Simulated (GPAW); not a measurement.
# Magnetic state of Fe3 Cr4 Fe3 001 from several starts

Wanted: the moments of Fe3 Cr4 Fe3 001 and the energy of each order that was tried.

Main program and level: GPAW 26.7.0; PBE; plane waves with GPAW's PAW setups, scalar-relativistic.

Report form: the programs' logs are mostly left out.

## 1. Starting point

The cell holds 10 atoms: 6 Fe and 4 Cr. Its edges and angles: a = 2.884 Å, b = 2.884 Å, c = 24.864 Å, α = 90.0°, β = 90.0°, γ = 90.0°. ideal sites on the substrate's mesh, layer spacings from atomic volumes, unrelaxed, 12 A of vacuum. Vacuum lies along c.

## 2. Order 1, typed as ferro ++++++

The parallel start comes first: it fits the smallest cell, keeps the most symmetry and shows whether parallel moments form.

Input file order1.py:

```python
import json
import numpy as np
from ase import Atoms
from ase.parallel import paropen, parprint
from gpaw import GPAW

atoms = Atoms(['Fe', 'Fe', 'Fe', 'Cr', 'Cr', 'Cr', 'Cr', 'Fe', 'Fe', 'Fe'],
    cell=[[2.884, 0.0, 0.0],
         [0.0, 2.884, 0.0],
         [0.0, 0.0, 24.8645]],
    scaled_positions=[[0.0, 0.0, 0.241308],
         [0.5, 0.5, 0.298365],
         [0.0, 0.0, 0.355422],
         [0.5, 0.5, 0.412963],
         [0.0, 0.0, 0.470988],
         [0.5, 0.5, 0.529012],
         [0.0, 0.0, 0.587037],
         [0.5, 0.5, 0.644578],
         [0.0, 0.0, 0.701635],
         [0.5, 0.5, 0.758692]],
    pbc=True,
    magmoms=[2.6, 2.6, 2.6, 0.0, 0.0, 0.0, 0.0, 2.6, 2.6, 2.6])
atoms.calc = GPAW(mode={'name': 'pw', 'ecut': 450},
    xc='PBE',
    kpts={'size': (20, 20, 1), 'gamma': True},
    occupations={'name': 'fermi-dirac', 'width': 0.05},
    convergence={'density': 1e-05, 'energy': 1e-05},
    maxiter=250,
    mixer={'name': 'pulay', 'beta': 0.03, 'nmaxold': 8, 'weight': 100},
    symmetry={'tolerance': 1e-4},
    txt='order1.txt')
e = atoms.get_potential_energy(force_consistent=True)
res = {'free_energy': e, 'energy_sigma0': atoms.get_potential_energy(), 'fermi_energy': atoms.calc.get_fermi_level()}
res['moments'] = atoms.get_magnetic_moments().tolist()
res['total'] = atoms.get_magnetic_moment()
parprint('site moments (muB):', np.round(res['moments'], 3))
parprint(f"total moment: {res['total']:.3f} muB")
parprint(f'free energy: {e:.6f} eV')
atoms.calc.write('order1.gpw')
with paropen('results.json', 'w') as f:
    json.dump(res, f)
```

Run with:

```sh
> OMP_NUM_THREADS=1 mpirun -n 4 gpaw python order1.py > order1.log
```

It took 19 min on 4 MPI ranks of Arm Neoverse V1, shared host; peak memory 1.5 GiB.

Spin moment in the augmentation sphere by atom:

```tsv
atom	spin moment in the augmentation sphere (μB)
Fe1	2.93
Fe2	2.42
Fe3	2.14
Cr4	-0.39
Cr5	0.12
Cr6	0.12
Cr7	-0.39
Fe8	2.14
Fe9	2.42
Fe10	2.93
```

Read from the output:

```yaml
magnetization: 14.64 μB
final_state: ferrimagnetic
```

After 86 cycles the largest moment stands at 2.93 μB.

## 3. Order 2, typed as antiferro +++---

An opposed order shows whether the pairs that it reverses prefer unlike signs.

order2.py is the script of step 2 with these lines changed:

```diff
@@ -21,3 +21,3 @@
     pbc=True,
-    magmoms=[2.6, 2.6, 2.6, 0.0, 0.0, 0.0, 0.0, 2.6, 2.6, 2.6])
+    magmoms=[2.6, 2.6, 2.6, 0.0, 0.0, 0.0, 0.0, -2.6, -2.6, -2.6])
 atoms.calc = GPAW(mode={'name': 'pw', 'ecut': 450},
@@ -30,3 +30,3 @@
     symmetry={'tolerance': 1e-4},
-    txt='order1.txt')
+    txt='order2.txt')
 e = atoms.get_potential_energy(force_consistent=True)
@@ -38,3 +38,3 @@
 parprint(f'free energy: {e:.6f} eV')
-atoms.calc.write('order1.gpw')
+atoms.calc.write('order2.gpw')
 with paropen('results.json', 'w') as f:
```

Run with:

```sh
> OMP_NUM_THREADS=1 mpirun -n 4 gpaw python order2.py > order2.log
```

It took 22 min on 4 MPI ranks; peak memory 1.4 GiB; 89 min of CPU time.

Spin moment in the augmentation sphere by atom:

```tsv
atom	spin moment in the augmentation sphere (μB)
Fe1	2.93
Fe2	2.41
Fe3	2.28
Cr4	-1.20
Cr5	1.19
Cr6	-1.19
Cr7	1.20
Fe8	-2.28
Fe9	-2.41
Fe10	-2.93
```

Numbers from this step:

```
magnetization : 0 μB
final state   : antiferromagnetic
```

It lies 37.1 meV a seeded atom under the first start, and its largest moment is 2.93 μB against 2.93 μB.

## 4. Order 3, typed as no spin polarisation

A run without seeds gives the energy of the state without moments.

nospin.py is the script of step 3 with these lines changed:

```diff
@@ -20,4 +20,3 @@
          [0.5, 0.5, 0.758692]],
-    pbc=True,
-    magmoms=[2.6, 2.6, 2.6, 0.0, 0.0, 0.0, 0.0, -2.6, -2.6, -2.6])
+    pbc=True)
 atoms.calc = GPAW(mode={'name': 'pw', 'ecut': 450},
@@ -30,11 +29,7 @@
     symmetry={'tolerance': 1e-4},
-    txt='order2.txt')
+    txt='nospin.txt')
 e = atoms.get_potential_energy(force_consistent=True)
 res = {'free_energy': e, 'energy_sigma0': atoms.get_potential_energy(), 'fermi_energy': atoms.calc.get_fermi_level()}
-res['moments'] = atoms.get_magnetic_moments().tolist()
-res['total'] = atoms.get_magnetic_moment()
-parprint('site moments (muB):', np.round(res['moments'], 3))
-parprint(f"total moment: {res['total']:.3f} muB")
 parprint(f'free energy: {e:.6f} eV')
-atoms.calc.write('order2.gpw')
+atoms.calc.write('nospin.gpw')
 with paropen('results.json', 'w') as f:
```

Run with:

```sh
> OMP_NUM_THREADS=1 mpirun -n 4 gpaw python nospin.py > nospin.log
```

The job ended after 5.6 min (4 MPI ranks; peak memory 1.1 GiB).

This step gave:

```
final state : non-magnetic (no spin polarisation)
```

It lies 614 meV a seeded atom over the first start.

## 5. Energies of the orders

These are free energies at a smearing of 0.05 eV, so its entropy term is in the differences. They are divided by the number of seeded atoms, so that cells of unlike size compare.

Orders:

```tsv
start	final state	typed order kept	energy over the lowest (meV a seeded atom)	largest site moment (μB)	net moment (μB a primitive cell)	mesh matched	CPU time (s)
ferro ++++++	ferrimagnetic	yes	37.08	2.93	14.64	yes	4633
antiferro +++---	antiferromagnetic	yes	0	2.931	0	yes	5327
no spin polarisation	non-magnetic	-	651.6	0	0	yes	1337
```

## 6. Summary of results

```
lowest state found                 : antiferromagnetic (typed antiferro +++---)
largest site moment                : 2.93 μB
next state                         : ferrimagnetic, 37.1 meV a seeded atom higher
energy gained by spin polarisation : 652 meV a seeded atom
```

**Reading.** The lowest state found is antiferromagnetic, reached from the start antiferro +++---, with moments up to 2.93 μB. The next state costs 37 meV a seeded atom. This is the lowest of 3 finished starts, no proof of the ground state.

[Logs and program files are shortened in this print: banners, set-up blocks, solver, clock and traceback lines can be left out without a mark of their own.]

[Logs are printed without paths, hosts, clocks, repeated set-up lines and the standing remarks that a program may print on its own settings, such as how far it seeks lower states.]

[Hosts, paths, dates, database ids (printed as entryN), source tags and the programs' standing remarks are cut or masked in the printed files.]

[Where a cell is said to come from a database of computed structures, the database is the Materials Project.]
